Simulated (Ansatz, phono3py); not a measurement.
# Heat carried by phonons in NaI (Fm-3m)

Wanted: κ(T), lifetimes and mean free paths for NaI.

Measurements to reproduce:
- thermal conductivity 1.8 W/m/K near room temperature (given in “Combining the AFLOW GIBBS and Elastic Libraries to efficiently and robustly screen thermo-mechanical properties of solids”, 2017, arXiv:1611.05714)
- thermal conductivity 1.8 W/m/K near room temperature (given in “Predicting the lattice thermal conductivity of solids by solving the Boltzmann transport equation: AFLOW - AAPL an automated, accurate and efficient framework”, 2017, arXiv:1611.05481)

Method: DFT LDA, scalar-relativistic, plane waves, PAW, in the first sound run; inputs show where later runs differ, in Ansatz 0.2.0.

Most raw output is cut from this account.

### Step 1. The structure

Symmetry: Fm-3m, No. 225, cubic system. The conventional cell has a = 6.473 Å, b = 6.473 Å, c = 6.473 Å, α = 90.00°, β = 90.00°, γ = 90.00°. Nearest to Na lie 6 I at 3.24 Å. I has 6 Na at 3.24 Å nearest. Farther neighbours and most contacts between anions are not listed.

### Step 2. Probe on a coarse mesh

Before spending time, one coarse run tells the gap and the pressure of the starting cell.

input.yaml

```yaml
crystal:
  lattice:
    - [0.0, 3.2364, 3.2364]
    - [3.2364, 0.0, 3.2364]
    - [3.2364, 3.2364, 0.0]
  atoms:
    - { symbol: Na, position: [0.0, 0.0, 0.0] }
    - { symbol: I, position: [0.5, 0.5, 0.5] }
kpoints:
  mp_grid: { grid: [6, 6, 6] }
hamiltonian:
  xc: lda
scf:
  occupations: { method: gaussian, width: 0.1 }
output:
  forces: true
  stress: true
  eigenvalues: true
```

Launch:

```console
$ ansatz run input.yaml --threads 8 --pin off --max-ram 16384MiB --backend cpu --events-out ev --progress --plain --runs-dir out
```

Elapsed: 0.61 s, on 8 threads of Intel Xeon at 2.70GHz, shared host; peak memory 0.36 GiB.

This step gave:

| Quantity | Value |
| --- | --- |
| pressure | -1.637 GPa |
| gap on the k-mesh | 3.333 eV |
| volume per atom | 33.90 Å³ |

The start is under -1.6 GPa at this level and looks like an insulator or semiconductor on this mesh.

### Step 3. Relaxation

Phonons are second derivatives about a minimum, so cell and atoms are relaxed first, inside the symmetry of the start.

input.yaml, the sections that differ from step 2:

```yaml
scf:
  occupations: { method: gaussian, width: 0.02 }
output:
  forces: true
  stress: true
  eigenvalues: true
  write_density: true
  write_potential: true
  elf: true
  volumetric_format: npy
relax:
  adjacent_minimum: "off"
  f_tol: 0.005
  max_steps: 80
  cell: { stress_tol: 0.05 }
# crystal, kpoints, hamiltonian: as in step 2
```

It took 2.5 s on 8 threads; peak memory 0.4 GiB.

Step by step:

```
step  energy less that of the first step (eV)  largest force component (eV/Å)  pressure (GPa)  volume (Å³)
   1                                   0.0000                          0.0000           -1.64        67.80
   2                                  -0.0270                          0.0000           -0.94        64.53
   3                                  -0.0368                          0.0000            0.25        60.63
   4                                  -0.0372                          0.0000           -0.02        61.40
  5*                                  -0.0364                          0.0000           -0.02        61.40
```

Relaxation steps marked * repeat the geometry before them on a plane-wave basis chosen anew for their cell, so energy and pressure can jump there.

Forces are held to the 48 operations that the run works with; a distortion that breaks them can't arise in this run.

```
conventional cell, symmetrised  before  after  change
                         a (Å)   6.473  6.263  -3.2 %
                         b (Å)   6.473  6.263  -3.2 %
                         c (Å)   6.473  6.263  -3.2 %
              volume (Å³/atom)   33.90  30.70  -9.4 %
```

The relaxed structure:

```
Na I
1.0
     0.00000    3.13127    3.13127
     3.13127    0.00000    3.13127
     3.13127    3.13127    0.00000
Na I
1 1
Direct
  0.00000 0.00000 0.00000
  0.50000 0.50000 0.50000
```

This step gave:

| Item | Value |
| --- | --- |
| pressure | -0.02407 GPa |
| gap on the k-mesh | 3.616 eV |
| volume per atom | 30.70 Å³ |

Valence density in the ac plane of the conventional cell at fractional y = 0.000, with atoms of Na and I within 0.2 Å of it. It is the smooth field of the valence electrons, not physical close to the nuclei.

Values in e/Å³, 9 rows by 16 columns, each cell a mean:
```
 7  2  0  0  0  0  2  7  9  3  1  0  0  0  1  5
 0  0  0  0  0  0  0  1  1  0  0  0  0  0  0  0
 0  0  0  0  0  0  0  0  0  0  0  0  0  0  0  0
 5  2  1  0  0  0  0  2  3  1  0  0  0  0  1  4
15  6  1  0  0  0  1 11 15  4  0  0  0  1  3 12
 2  1  0  0  0  0  0  1  1  0  0  0  0  0  1  2
 0  0  0  0  0  0  0  0  0  0  0  0  0  0  0  0
 0  0  0  0  0  0  0  1  1  1  0  0  0  0  0  0
12  3  0  0  0  1  2 10 12  5  1  0  0  0  1  8
```
Columns run along a (6.3 Å), rows up along c (6.3 Å), edges of the conventional cell, whose origin can differ from the input's. Atoms in or near the plane, at fractional coordinates: Na at (0.00, 0.00), Na at (0.50, 0.50), I at (0.50, 0.00), I at (0.00, 0.50).

Electrostatic potential energy in the ac plane of the conventional cell at fractional y = 0.000, with atoms of Na and I within 0.2 Å of it. With pseudopotentials it is smooth inside the atoms' cores, unlike the true potential.

Ten even steps from '0' (-40 eV) to '9' (9 eV), each cell a mean:
```
02899857995699850
47899965655899985
89999987668999998
99999999999999999
99999999999999999
67899999889999986
65799987568999855
97589972006899659
98589971005899669
86689984127999757
56899998778999865
88999999999999998
99999999999999999
99999998889999999
78999986557899988
15899866875799972
01799858996699840
```
Columns run along a (6.3 Å; values clipped at the 3rd and 97th percentile), rows up along c (6.3 Å), edges of the conventional cell, whose origin can differ from the input's. Atoms in or near the plane, at fractional coordinates: Na at (0.00, 0.00), Na at (0.50, 0.50), I at (0.50, 0.00), I at (0.00, 0.50).

ELF in the ac plane of the conventional cell at fractional y = 0.000, with atoms of Na and I within 0.2 Å of it. It is the smooth field of the valence electrons, not physical close to the nuclei.

Ten even steps from '_' (0.03) to '@' (0.76), each cell a mean:
```
++##::__##@@%%==----##@@@@--__++**
**==____**@@@@##****%%@@%%::__::++
________--%%@@@@@@@@@@@@**..______
----::__..==##@@@@@@%%**::__..::--
@@@@##--____::--------..__::**%%@@
@@@@@@##--______________..**@@@@@@
**##@@@@**____==**++::__--%%@@%%##
--++%%@@##__::##++**++__--@@@@**--
====%%@@##__--##--++**__--@@@@**--
==**%%@@**__..**####==__--@@@@##==
%%%%@@@@++____..--::____::##@@@@%%
@@@@@@**..________________==%%@@@@
####++..__..++**####**--__..--**##
________..**@@@@@@@@@@##--________
--..____++@@@@%%%%%%@@@@##::____::
##**..__##@@%%**==++##@@@@--__==##
==##--__##@@%%====--**@@@@--__**++
```
Columns run along a (6.3 Å), rows up along c (6.3 Å), edges of the conventional cell, whose origin can differ from the input's. Atoms in or near the plane, at fractional coordinates: Na at (0.00, 0.00), Na at (0.50, 0.50), I at (0.50, 0.00), I at (0.00, 0.50).

The relaxation ends with a pressure of -0.02 GPa.

### Step 4. A second relaxation

The relaxation is run once more from where the first one ended, as the script does after a large change of volume or of the gap, with mesh and occupations reviewed.

Changes to input.yaml since step 3:

```diff
@@ -2,5 +2,5 @@
   lattice:
-    - [0.0, 3.2364, 3.2364]
-    - [3.2364, 0.0, 3.2364]
-    - [3.2364, 3.2364, 0.0]
+    - [0.0, 3.1312689335, 3.1312689335]
+    - [3.1312689335, 0.0, 3.1312689335]
+    - [3.1312689335, 3.1312689335, 0.0]
   atoms:
```

It took 1 s on 8 threads; peak memory 0.39 GiB.

Little changed from the start: no atom moved by 0.005 Å and no cell edge by 0.1 %.

Valence density in the ac plane of the conventional cell at fractional y = 0.000, with atoms of Na and I within 0.2 Å of it. It is the smooth field of the valence electrons, not physical close to the nuclei.

Values in e/Å³, 9 rows by 16 columns, each cell a mean:
```
 7  2  0  0  0  0  2  7  9  3  1  0  0  0  1  5
 0  0  0  0  0  0  0  1  1  0  0  0  0  0  0  0
 0  0  0  0  0  0  0  0  0  0  0  0  0  0  0  0
 5  2  1  0  0  0  0  2  3  1  0  0  0  0  1  4
15  6  1  0  0  0  1 11 15  4  0  0  0  1  3 12
 2  1  0  0  0  0  0  1  1  0  0  0  0  0  1  2
 0  0  0  0  0  0  0  0  0  0  0  0  0  0  0  0
 0  0  0  0  0  0  0  1  1  1  0  0  0  0  0  0
12  3  0  0  0  1  2 10 12  5  1  0  0  0  1  8
```
Columns run along a (6.3 Å), rows up along c (6.3 Å), edges of the conventional cell, whose origin can differ from the input's. Atoms in or near the plane, at fractional coordinates: Na at (0.00, 0.00), Na at (0.50, 0.50), I at (0.50, 0.00), I at (0.00, 0.50).

ELF in the ac plane of the conventional cell at fractional y = 0.000, with atoms of Na and I within 0.2 Å of it. It is the smooth field of the valence electrons, not physical close to the nuclei.

Ten even steps from '_' (0.03) to '@' (0.76), each cell a mean:
```
++##::__##@@%%==----##@@@@--__++**
**==____**@@@@##****%%@@%%::__::++
________--%%@@@@@@@@@@@@**..______
----::__..==##@@@@@@%%**::__..::--
@@@@##--____::--------..__::**%%@@
@@@@@@##--______________..**@@@@@@
**##@@@@**____==**++::__--%%@@%%##
--++%%@@##__::##++**++__--@@@@**--
====%%@@##__--##--++**__--@@@@**--
==**%%@@**__..**####==__--@@@@##==
%%%%@@@@++____..--::____::##@@@@%%
@@@@@@**..________________==%%@@@@
####++..__..++**####**--__..--**##
________..**@@@@@@@@@@##--________
--..____++@@@@%%%%%%@@@@##::____::
##**..__##@@%%**==++##@@@@--__==##
==##--__##@@%%====--**@@@@--__**++
```
Columns run along a (6.3 Å), rows up along c (6.3 Å), edges of the conventional cell, whose origin can differ from the input's. Atoms in or near the plane, at fractional coordinates: Na at (0.00, 0.00), Na at (0.50, 0.50), I at (0.50, 0.00), I at (0.00, 0.50).

Electrostatic potential energy in the ac plane of the conventional cell at fractional y = 0.000, with atoms of Na and I within 0.2 Å of it. With pseudopotentials it is smooth inside the atoms' cores, unlike the true potential.

Ten even steps from '_' (-40 eV) to '@' (9 eV), each cell a mean:
```
__::%%@@@@%%++##@@@@++**@@@@%%++__
==##%%@@@@@@**++**++++%%@@@@@@%%++
%%@@@@@@@@@@%%##****%%@@@@@@@@@@%%
@@@@@@@@@@@@@@@@@@@@@@@@@@@@@@@@@@
@@@@@@@@@@@@@@@@@@@@@@@@@@@@@@@@@@
**##%%@@@@@@@@@@%%%%@@@@@@@@@@%%**
**++##@@@@@@%%##++**%%@@@@@@%%++++
@@##++%%@@@@##::____**%%@@@@**++@@
@@%%++%%@@@@##..____++%%@@@@****@@
%%****%%@@@@%%==..::##@@@@@@##++##
++**%%@@@@@@@@%%####%%@@@@@@%%**++
%%%%@@@@@@@@@@@@@@@@@@@@@@@@@@@@%%
@@@@@@@@@@@@@@@@@@@@@@@@@@@@@@@@@@
@@@@@@@@@@@@@@%%%%%%@@@@@@@@@@@@@@
##%%@@@@@@@@%%**++++##%%@@@@@@%%%%
..++%%@@@@%%****%%##++##@@@@@@##::
__..##@@@@%%++%%@@@@****@@@@%%==__
```
Columns run along a (6.3 Å; values clipped at the 3rd and 97th percentile), rows up along c (6.3 Å), edges of the conventional cell, whose origin can differ from the input's. Atoms in or near the plane, at fractional coordinates: Na at (0.00, 0.00), Na at (0.50, 0.50), I at (0.50, 0.00), I at (0.00, 0.50).

### Step 5. Tight relaxation

The thresholds are tightened for a last relaxation ahead of the phonons, and where mesh or smearing change with them the cell follows.

Changes to input.yaml since step 4:

```diff
@@ -13,3 +13,3 @@
 scf:
-  occupations: { method: gaussian, width: 0.02 }
+  occupations: { method: fixed }
 output:
@@ -24,4 +24,4 @@
   adjacent_minimum: "off"
-  f_tol: 0.005
-  max_steps: 80
-  cell: { stress_tol: 0.05 }
+  f_tol: 0.001
+  max_steps: 60
+  cell: { stress_tol: 0.01 }
```

Wall time 1.2 s (8 threads); peak memory 0.39 GiB.

Little changed from the start: no atom moved by 0.005 Å and no cell edge by 0.1 %.

This step gave:

```yaml
pressure: -0.009787 GPa
gap_on_the_k_mesh: 3.618 eV
volume_per_atom: 30.68 Å³
```

Electrostatic potential energy in the ac plane of the conventional cell at fractional y = 0.000, with atoms of Na and I within 0.2 Å of it. With pseudopotentials it is smooth inside the atoms' cores, unlike the true potential.

Values in eV, 9 rows by 16 columns, each cell a mean:
```
-29 -14   2   7   6  -2 -12  -3   0  -9  -8   5   7   5  -5 -25
  4   5   7   8   9   7   3  -2  -3   0   6   8   9   8   6   5
  2   4   7   9   9   8   7   6   6   7   8   9   9   8   6   3
 -6 -11  -4   6   7   6   0 -15 -19  -6   4   7   7   1 -10  -8
  9  -3 -11   3   7   4 -12 -38 -40 -26   0   6   6  -5 -11   7
 -9  -9   0   7   8   6   3  -5  -8   0   5   8   8   4  -6 -10
  5   6   8   9   9   8   7   6   6   7   8   9   9   8   7   5
  0   4   6   8   8   6  -1  -7  -8  -5   3   8   8   7   5   2
-37 -21   1   6   6  -4 -12   3   5  -6 -10   4   7   4  -9 -33
```
Columns run along a (6.3 Å; values clipped at the 3rd and 97th percentile), rows up along c (6.3 Å), edges of the conventional cell, whose origin can differ from the input's. Atoms in or near the plane, at fractional coordinates: Na at (0.00, 0.00), Na at (0.50, 0.50), I at (0.50, 0.00), I at (0.00, 0.50).

Valence density in the ac plane of the conventional cell at fractional y = 0.000, with atoms of Na and I within 0.2 Å of it. It is the smooth field of the valence electrons, not physical close to the nuclei.

Ten steps, logarithmic in the rise over the least value, from '0' (0 e/Å³) to '9' (17 e/Å³), each cell a mean:
```
96201247985310048
53000135653210014
00000122332100000
00000001111000000
11000000000000011
32100000000000123
64310003541001235
97420026984001358
98421027995001369
86320015763001257
43210001220000234
22100000000000112
10000000100000001
00000012221000000
21000123443100002
75100236874210036
97201248996310059
```
Columns run along a (6.3 Å), rows up along c (6.3 Å), edges of the conventional cell, whose origin can differ from the input's. Atoms in or near the plane, at fractional coordinates: Na at (0.00, 0.00), Na at (0.50, 0.50), I at (0.50, 0.00), I at (0.00, 0.50).

ELF in the ac plane of the conventional cell at fractional y = 0.000, with atoms of Na and I within 0.2 Å of it. It is the smooth field of the valence electrons, not physical close to the nuclei.

Values, 9 rows by 16 columns, each cell a mean:
```
0.49 0.45 0.10 0.18 0.65 0.72 0.59 0.40 0.37 0.51 0.68 0.74 0.39 0.05 0.32 0.50
0.16 0.12 0.08 0.09 0.31 0.60 0.71 0.72 0.71 0.72 0.68 0.45 0.15 0.06 0.10 0.15
0.70 0.69 0.58 0.31 0.11 0.13 0.22 0.26 0.27 0.24 0.16 0.08 0.20 0.48 0.66 0.70
0.46 0.58 0.70 0.70 0.35 0.04 0.20 0.42 0.44 0.33 0.07 0.16 0.61 0.74 0.64 0.51
0.29 0.40 0.65 0.75 0.42 0.07 0.45 0.48 0.39 0.55 0.17 0.19 0.69 0.71 0.53 0.28
0.57 0.65 0.72 0.66 0.29 0.04 0.12 0.29 0.33 0.20 0.04 0.14 0.53 0.72 0.68 0.60
0.61 0.58 0.45 0.20 0.09 0.21 0.37 0.43 0.43 0.41 0.29 0.13 0.14 0.35 0.54 0.60
0.20 0.12 0.04 0.11 0.42 0.69 0.72 0.68 0.67 0.70 0.71 0.56 0.23 0.04 0.07 0.17
0.44 0.52 0.15 0.18 0.68 0.72 0.56 0.33 0.33 0.44 0.66 0.75 0.41 0.06 0.40 0.51
```
Columns run along a (6.3 Å), rows up along c (6.3 Å), edges of the conventional cell, whose origin can differ from the input's. Atoms in or near the plane, at fractional coordinates: Na at (0.00, 0.00), Na at (0.50, 0.50), I at (0.50, 0.00), I at (0.00, 0.50).

The residual pressure is -0.0098 GPa, small enough for phonons.

### Step 6. A new level, relaxed again

The functional, the potentials or the cutoff change, so the crystal is relaxed again at the new setting.

This step: DFT LDA, spin-orbit coupling, plane waves, PAW (Ansatz 0.2.0).

input.yaml, the sections that differ from step 5:

```yaml
crystal:
  lattice:
    - [0.0, 3.1305431081, 3.1305431081]
    - [3.1305431081, 0.0, 3.1305431081]
    - [3.1305431081, 3.1305431081, 0.0]
  atoms:
    - { symbol: Na, position: [0.0, 0.0, 0.0] }
    - { symbol: I, position: [0.5, 0.5, 0.5] }
hamiltonian:
  xc: lda
  pseudopotentials: { kind: paw_fr }
output:
  forces: true
  stress: true
  eigenvalues: true
magnetization:
  noncollinear: true
  spin_orbit: true
# kpoints, scf, relax: as in step 5
```

The job ended after 5 s (8 threads; peak memory 0.66 GiB).

Little changed from the start: no atom moved by 0.005 Å and no cell edge by 0.1 %.

Numbers from this step:

- pressure: 0.009389 GPa
- gap on the k-mesh: 3.261 eV
- volume per atom: 30.70 Å³

The residual pressure is 0.0094 GPa, small enough for phonons.

### Step 7. A cheap rung

A small supercell and a short cutoff cost little, and show how far such settings carry.

input.yaml

```yaml
crystal:
  lattice:
    - [0.0, 3.13125129, 3.13125129]
    - [3.13125129, 0.0, 3.13125129]
    - [3.13125129, 3.13125129, 0.0]
  atoms:
    - { symbol: Na, position: [0.0, 0.0, 0.0] }
    - { symbol: I, position: [0.5, 0.5, 0.5] }
kpoints:
  mp_grid: { grid: [4, 4, 4] }
hamiltonian:
  xc: lda
  pseudopotentials: { kind: paw_fr }
scf:
  occupations: { method: fixed }
output:
  eigenvalues: true
magnetization:
  noncollinear: true
  spin_orbit: true
phonons:
  method: fd
  dielectric: true
  qmesh: [4, 4, 4]
  temperatures: { t_max: 1000, t_step: 50 }
  qpath:
    path:
      - [[0.0, 0.0, 0.0], [0.5, 0.0, 0.5], [0.625, 0.25, 0.625]]
      - [[0.375, 0.375, 0.75], [0.0, 0.0, 0.0], [0.5, 0.5, 0.5], [0.5, 0.25, 0.75], [0.5, 0.0, 0.5]]
    npoints: 10
  third_order: { supercell: [2, 2, 2], pair_cutoff: 3.281 }
  lattice_thermal_conductivity:
    qmesh: [17, 17, 17]
    temperatures: [100.0, 150.0, 200.0, 300.0, 400.0, 500.0]
    isotope_mass_variance: [{ species: I, variance: 0.0 }, { species: Na, variance: 0.0 }]
```

Wall time 14 min (8 threads); peak memory 8.6 GiB.

This step gave:

```
Γ frequencies                              : 0, 0, 0, 130.2, 130.2, 130.2 cm⁻¹ (negative: imaginary)
lowest frequency on the path               : 0 cm⁻¹
zero-point energy                          : 0.03596 eV/cell
point group                                : m-3m
highest frequency                          : 180.5 cm⁻¹
Debye temperature from the second moment   : 199 K
κ at 300 K (relaxation time)               : 4.753 W/m/K
κ at 300 K (full solution)                 : 4.971 W/m/K
dipole term                                : run
mean free path at half of κ                : 33.5 nm
share of κ above the three lowest branches : 0.032
third-order blocks                         : 38
periodic aliases dropped                   : 0
largest relative sum-rule correction       : 0.02634
displaced cells, third order               : 22
```

W/m/K. Kappa, by row:

```
T (K)  RTA xx  RTA yy  RTA zz  full xx  full yy  full zz  coherence part xx  coherence part yy  coherence part zz     ending  iterations  least Ritz value
  100   16.48   16.48   16.48    17.42    17.42    17.42            0.02076            0.02076            0.02076  converged           9             0.501
  150   10.01   10.01   10.01    10.52    10.52    10.52            0.02991            0.02991            0.02991  converged           9             0.497
  200   7.274   7.274   7.274    7.621    7.621    7.621            0.03652            0.03652            0.03652  converged           9             0.495
  300   4.753   4.753   4.753    4.971    4.971    4.971            0.04591            0.04591            0.04591  converged           9             0.494
  400   3.553   3.553   3.553    3.712    3.712    3.712            0.05249            0.05249            0.05249  converged           9             0.493
  500   2.846   2.846   2.846    2.973    2.973    2.973            0.05747            0.05747            0.05747  converged           9             0.493
```

This rung gives 4.75 W/(m K) at 300 K by relaxation time, but with 16 atoms, 1 neighbour distance inside the cutoff and a 17×17×17 mesh it is a test, not the conductivity of the crystal.

### Step 8. Summary of results

| Item | Value |
| --- | --- |
| conductivity | not obtained on sound settings |

No conductivity was obtained: no run with a large enough supercell and cutoff finished.

[Logs are printed without paths, hosts, clocks, repeated set-up lines and the standing remarks that a program may print on its own settings, such as how far it seeks lower states.]

[Hosts, paths, dates, database ids (printed as entryN), source tags and the programs' standing remarks are cut or masked in the printed files.]

[A step with changed settings may run another functional than the one named; its input shows which.]
